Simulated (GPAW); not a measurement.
# How AgB2 absorbs and reflects light

Aim: the dielectric function of AgB2, and the optical constants that follow from it.

Program: GPAW 26.7.0. Level of theory: DFT, PBE, plane-wave PAW (GPAW data sets), scalar-relativistic, RPA, optical limit. Results are calculated unless marked as measured.

Most raw output is cut from this account.

## 1. Starting point

Symmetry: P6/mmm, No. 191, hexagonal system. The conventional cell has a = 3.000 Å, b = 3.000 Å, c = 3.240 Å, α = 90.00°, β = 90.00°, γ = 120.00°. Ag has 12 B at 2.37 Å nearest. Nearest to B lie 3 B at 1.73 Å and 6 Ag at 2.37 Å. Farther neighbours are not listed.

## 2. Ground state

First the ground state: is it a metal or has it a gap?

This step: DFT, PBE, plane-wave PAW (GPAW data sets), scalar-relativistic, ground state (GPAW 26.7.0).

The input, gs.py:

```python
from ase import Atoms
from ase.dft.bandgap import bandgap
from gpaw import GPAW, PW, FermiDirac

atoms = Atoms(['Ag', 'B', 'B'],
              cell=[[3.000000000027, 0.000000000000, 0.000000000000],
                    [-1.500000000014, 2.598076211377, 0.000000000000],
                    [0.000000000000, 0.000000000000, 3.240000000000]],
              scaled_positions=[[0.000000000000, 0.000000000000, 0.000000000000],
                                [0.666666666667, 0.333333333333, 0.500000000000],
                                [0.333333333333, 0.666666666667, 0.500000000000]],
              pbc=[True, True, True])
atoms.calc = GPAW(mode=PW(500), xc='PBE', kpts={'size': (9, 9, 7), 'gamma': True},
                  occupations=FermiDirac(0.05), maxiter=150, txt='gs.txt')
print('energy (eV)', atoms.get_potential_energy())
print('Fermi level (eV)', atoms.calc.get_fermi_level())
print('valence electrons', atoms.calc.get_number_of_electrons())
print('gap (eV)', bandgap(atoms.calc, output=None)[0])
print('direct gap (eV)', bandgap(atoms.calc, direct=True, output=None)[0])
atoms.calc.write('gs.gpw')
```

On the command line:

```console
> OMP_NUM_THREADS=1 python gs.py
```

Elapsed: 11 s, on 1 thread of Arm Neoverse V1, shared host; peak memory 0.14 GiB.

Numbers from this step:

```
energy       : -13.34 eV
Fermi energy : 12.05 eV
electrons    : 23
```

There are states at the Fermi level within the smearing, so the occupations stay smeared and the carriers get a Drude term.

## 3. Bands for the response

At the fixed density, many empty bands are solved on the mesh of the response, since the spectrum sums over them.

This step: DFT, PBE, plane-wave PAW (GPAW data sets), scalar-relativistic, bands at fixed density (GPAW 26.7.0).

The input, nscf.py:

```python
from ase.dft.bandgap import bandgap
from gpaw import GPAW, FermiDirac

calc = GPAW('gs.gpw').fixed_density(kpts={'size': (18, 18, 18), 'gamma': True}, nbands=33, convergence={'bands': 27},
                                    occupations=FermiDirac(0.05), txt='nscf.txt')
print('gap (eV)', bandgap(calc, output=None)[0])
print('direct gap (eV)', bandgap(calc, direct=True, output=None)[0])
print('top band over the Fermi level (eV)', min(calc.get_eigenvalues(kpt=k)[26] for k in range(len(calc.get_ibz_k_points()))) - calc.get_fermi_level())
calc.write('full.gpw', mode='all')
```

On the command line:

```console
> OMP_NUM_THREADS=1 python nscf.py
```

It took 1.8 min on 1 thread; peak memory 0.33 GiB.

## 4. Dielectric function, RPA

Transitions between filled and empty bands, summed over the zone, give the optical response, so mesh, band count and broadening shape it.

The induced potential is part of this response.

This step: DFT, PBE, plane-wave PAW (GPAW data sets), scalar-relativistic, RPA, optical limit (GPAW 26.7.0).

The input, df.py:

```python
from gpaw.response.df import DielectricFunction

df = DielectricFunction('full.gpw', frequencies={'type': 'nonlinear', 'domega0': 0.03, 'omega2': 8},
                        ecut=50,
                        eta=0.2,
                        nbands=27,
                        rate=0.03,
                        txt='df.txt')
for direction in ['x', 'z']:
    df.get_dielectric_function(xc='RPA', direction=direction, filename=f'df_{direction}.csv')
```

On the command line:

```console
> OMP_NUM_THREADS=1 python df.py
```

The job ended after 25 s (1 thread; peak memory 0.25 GiB).

Some rows of df_x.csv (energy; Re and Im without local fields; Re and Im with them):

```text
0.000000, 65628.634986, 0.000000, 65628.419347, 0.000000
0.555532, -178.086383, 26.014144, -178.113232, 25.954681
1.143969, -32.475648, 10.267491, -32.473054, 10.213633
1.768324, -14.006656, 8.204531, -14.004485, 8.216359
2.431988, -5.669444, 3.419374, -5.700300, 3.430103
3.138794, -0.423983, 2.425308, -0.460369, 2.427501
3.893091, 2.024562, 2.956542, 1.980041, 2.958029
4.699832, 4.275536, 2.578355, 4.222349, 2.566502
5.564682, 6.328500, 3.872006, 6.263721, 3.862909
6.494155, 6.989787, 7.411095, 6.870742, 7.309658
7.495775, 2.250056, 10.302876, 2.345851, 10.099592
8.578281, -0.789067, 7.731285, -0.698920, 7.826911
9.751884, -1.111304, 6.004683, -1.151734, 6.056757
11.028587, -1.480533, 4.632272, -1.514071, 4.590410
12.422601, -0.961202, 3.614337, -0.945850, 3.580458
13.950874, -1.928587, 2.928485, -1.926702, 2.943054
15.633783, -1.312842, 1.783509, -1.322674, 1.777376
17.496047, -1.122217, 1.215252, -1.134052, 1.218897
19.567954, -0.672607, 0.809733, -0.693878, 0.786384
21.887015, -0.244377, 0.533601, -0.237286, 0.502998
24.500258, 0.067395, 0.423939, 0.068508, 0.387937
```

Sum at mesh points, not converged in k. Table of Im ε by photon energy; read off at these points:

```tsv
photon energy (eV)	E ∥ x	E ∥ z
0.50	34.2	50.3
1.00	9.54	6.73
1.38	11.6	3.49
1.50	10.7	3.45
2.00	6.22	4.51
2.50	3.35	4.28
3.00	2.49	4.90
3.50	2.71	4.87
4.00	2.72	4.40
4.50	2.58	3.79
5.00	3.05	4.12
5.50	3.68	5.39
6.00	5.28	6.00
6.50	7.34	6.90
7.00	9.77	7.24
7.21	10.4	8.08
7.50	10.1	7.06
8.00	9.00	7.09
8.50	8.08	6.09
9.00	6.72	5.69
9.50	6.25	4.26
10.00	5.67	4.24
10.50	5.12	3.80
11.00	4.64	3.44
11.50	4.06	3.13
12.00	3.82	3.37
12.50	3.61	3.21
13.00	4.16	2.87
13.50	3.50	3.27
14.00	2.90	2.59
14.50	2.40	2.20
15.00	1.92	2.04
15.50	1.81	1.98
16.00	1.69	1.84
16.50	1.62	1.57
17.00	1.44	1.30
17.50	1.22	1.07
18.00	1.11	0.919
18.50	0.941	0.783
19.00	0.837	0.765
19.50	0.800	0.821
20.00	0.679	0.817
20.50	0.553	0.684
21.00	0.505	0.624
21.50	0.515	0.654
22.00	0.496	0.648
22.50	0.460	0.651
23.00	0.425	0.644
23.50	0.402	0.599
24.00	0.393	0.543
24.50	0.388	0.638
```

Values under 1 per cm are given as 1; sum at mesh points, not converged in k. Absorption coefficient against photon energy:

```tsv
photon energy (eV)	E ∥ x (1/cm)	E ∥ z (1/cm)
0.492	7.6e5	1.0e6
1.010	6.9e5	9.9e5
1.486	6.9e5	9.2e5
1.985	7.0e5	8.5e5
2.508	5.9e5	7.7e5
3.018	4.2e5	7.2e5
3.510	3.3e5	6.7e5
3.980	3.4e5	6.6e5
4.516	2.9e5	5.9e5
4.981	3.3e5	6.0e5
5.515	4.0e5	7.1e5
6.021	5.8e5	8.4e5
6.494	8.3e5	1.1e6
6.985	1.2e6	1.2e6
7.496	1.5e6	1.4e6
8.026	1.7e6	1.6e6
8.516	1.8e6	1.6e6
9.023	1.8e6	1.8e6
9.483	1.8e6	1.7e6
10.026	1.9e6	1.7e6
10.519	1.9e6	1.8e6
11.029	2.0e6	1.7e6
11.479	1.9e6	1.7e6
12.023	2.0e6	1.7e6
12.504	1.9e6	1.9e6
13.000	2.2e6	1.8e6
13.512	2.4e6	2.0e6
14.040	2.3e6	2.1e6
14.493	2.3e6	2.0e6
14.960	2.2e6	2.0e6
15.536	2.1e6	2.0e6
16.031	2.1e6	2.1e6
16.541	2.1e6	2.1e6
16.959	2.1e6	2.0e6
17.496	2.1e6	1.9e6
18.049	2.0e6	1.8e6
18.504	2.0e6	1.7e6
18.969	1.9e6	1.5e6
19.447	1.9e6	1.5e6
20.061	1.8e6	1.6e6
20.438	1.7e6	1.5e6
20.953	1.5e6	1.3e6
21.482	1.4e6	1.3e6
22.024	1.4e6	1.3e6
22.440	1.3e6	1.3e6
23.009	1.2e6	1.3e6
23.446	1.1e6	1.3e6
24.042	1.0e6	1.1e6
24.500	1.0e6	1.2e6
```

The reflectivity at normal incidence has structure finer than the step of the table below, so its rows give means over 0.5 eV, whole bins alone (the curve runs from 0.305 to 25.0 eV). Peaks (eV: height): E ∥ x 8.58: 40.1, 14.68: 47.4, 18.62: 45.1; E ∥ z 9.09: 40.9, 14.04: 39.2, 16.64: 42.6.

Sum at mesh points, not converged in k. The reflectivity at normal incidence by photon energy; means over each step:

```tsv
photon energy (eV)	E ∥ x (%)	E ∥ z (%)
1.0	93.4	98.6
1.5	82.0	96.7
2.0	76.5	89.0
2.5	66.1	76.5
3.0	37.2	58.7
3.5	15.8	43.3
4.0	14.4	34.5
4.5	15.1	25.4
5.0	18.8	21.7
5.5	22.5	24.9
6.0	26.8	27.8
6.5	31.1	31.0
7.0	35.7	32.7
7.5	38.5	36.2
8.0	39.0	37.1
8.5	39.7	37.8
9.0	38.2	40.1
9.5	38.1	39.0
10.0	38.5	34.8
10.5	37.9	36.8
11.0	38.5	33.5
11.5	37.0	31.5
12.0	35.7	30.3
12.5	33.1	33.4
13.0	36.7	31.5
13.5	42.0	33.5
14.0	43.6	38.7
14.5	46.2	37.0
15.0	44.1	36.0
15.5	41.8	35.7
16.0	40.8	37.9
16.5	40.4	41.0
17.0	42.3	41.7
17.5	43.9	41.9
18.0	42.8	41.2
18.5	44.7	38.4
19.0	42.4	32.1
19.5	41.5	28.1
20.0	43.7	27.9
20.5	43.0	29.2
21.0	39.2	24.4
21.5	34.0	21.5
22.0	31.9	19.0
22.5	29.9	17.8
23.0	28.0	17.0
23.5	23.9	16.6
24.0	21.0	13.6
24.5	18.4	10.7
```

The Im ε, E ∥ x has structure finer than the step of the table below, so its rows give means over 1 eV, whole bins alone (the curve runs from 0.305 to 25.0 eV). Peaks (eV: height): without local fields 1.3: 11.6, 7.2: 10.6; with local fields 1.4: 11.6, 7.2: 10.4.

Sum at mesh points, not converged in k. The Im ε, E ∥ x by photon energy; means over each step:

```tsv
photon energy (eV)	without local fields	with local fields
1	13.3	13.2
2	6.40	6.41
3	2.65	2.65
4	2.70	2.70
5	3.01	3.00
6	5.40	5.36
7	9.58	9.39
8	9.09	9.03
9	6.83	6.90
10	5.65	5.69
11	4.64	4.61
12	3.83	3.79
13	3.93	3.91
14	2.91	2.92
15	1.98	1.98
16	1.71	1.71
17	1.44	1.44
18	1.10	1.09
19	0.859	0.847
20	0.701	0.676
21	0.556	0.519
22	0.522	0.493
23	0.443	0.426
24	0.427	0.397
```

Sum at mesh points, not converged in k. The loss function −Im 1/ε at q → 0 by energy loss; read off at these points:

```tsv
energy loss (eV)	E ∥ x	E ∥ z
1.0	0.00432	7.3e-4
2.0	0.0383	0.0143
3.0	0.326	0.109
3.2	0.419	0.134
4.0	0.229	0.220
5.0	0.0913	0.207
6.0	0.0702	0.134
7.0	0.0779	0.128
8.0	0.111	0.141
9.0	0.147	0.162
10.0	0.169	0.225
11.0	0.195	0.270
12.0	0.238	0.289
13.0	0.219	0.322
14.0	0.239	0.293
15.0	0.315	0.379
16.0	0.379	0.387
17.0	0.410	0.463
18.0	0.509	0.618
19.0	0.665	1.02
20.0	0.762	1.07
21.0	1.25	1.53
22.0	1.67	1.54
23.0	2.19	1.55
24.0	2.54	1.72
```

At chosen wavelengths:

```tsv
wavelength (nm)	n x	k x	R (%) x	1/α x	n z	k z	R (%) z	1/α z
1550	0.65	8.953	96.9	14 nm	0.50	12.447	98.7	9.9 nm
1064	0.92	5.647	89.6	15 nm	0.28	8.247	98.4	10 nm
633	0.94	3.543	77.0	14 nm	0.52	4.294	89.9	12 nm
532	0.70	2.736	73.1	15 nm	0.62	3.428	82.8	12 nm
365	1.36	0.921	15.3	32 nm	1.18	1.919	44.1	15 nm
248	2.31	0.659	18.9	30 nm	1.76	1.171	21.7	17 nm
193	2.90	1.211	30.4	13 nm	2.17	1.613	31.4	9.5 nm
```

A polished face would reflect 79 % of daylight and look yellow (CIE x = 0.335, y = 0.359 under D65).

## 5. Summary of results

In words: At this level (PBE, RPA) AgB2 is a metal. The mesh is too coarse to trust the carriers' weight, the reflectivity or the colour to better than tens of per cent. A polished face would reflect 79 % of daylight and look yellow (CIE x = 0.335, y = 0.359 under D65). The carriers' damping of 0.03 eV is typed, not computed; it shapes the response at the lowest energies. In this version of GPAW the matrix elements of the optical limit are incomplete, which can lower ε − 1 by up to a tenth where first-row anions or d states rule, and shift it by more in d metals. GPAW's carrier term has the form −ωp²/(ω + i·rate)², which damps like twice the rate and fails at low energy, so the curves leave the lowest energies out. The sum runs over mesh points 0.13 Å⁻¹ apart with no interpolation, so peaks are partly noise of the mesh, and the Drude plasma energy, a sum over the Fermi surface, isn't converged.

[Machine, clock and banner lines and Python warnings are left out of the logs.]

[Logs are printed without paths, hosts, clocks, repeated set-up lines and the standing remarks that a program may print on its own settings, such as how far it seeks lower states.]

[Hosts, paths, dates, database ids (printed as entryN), source tags and the programs' standing remarks are cut or masked in the printed files.]
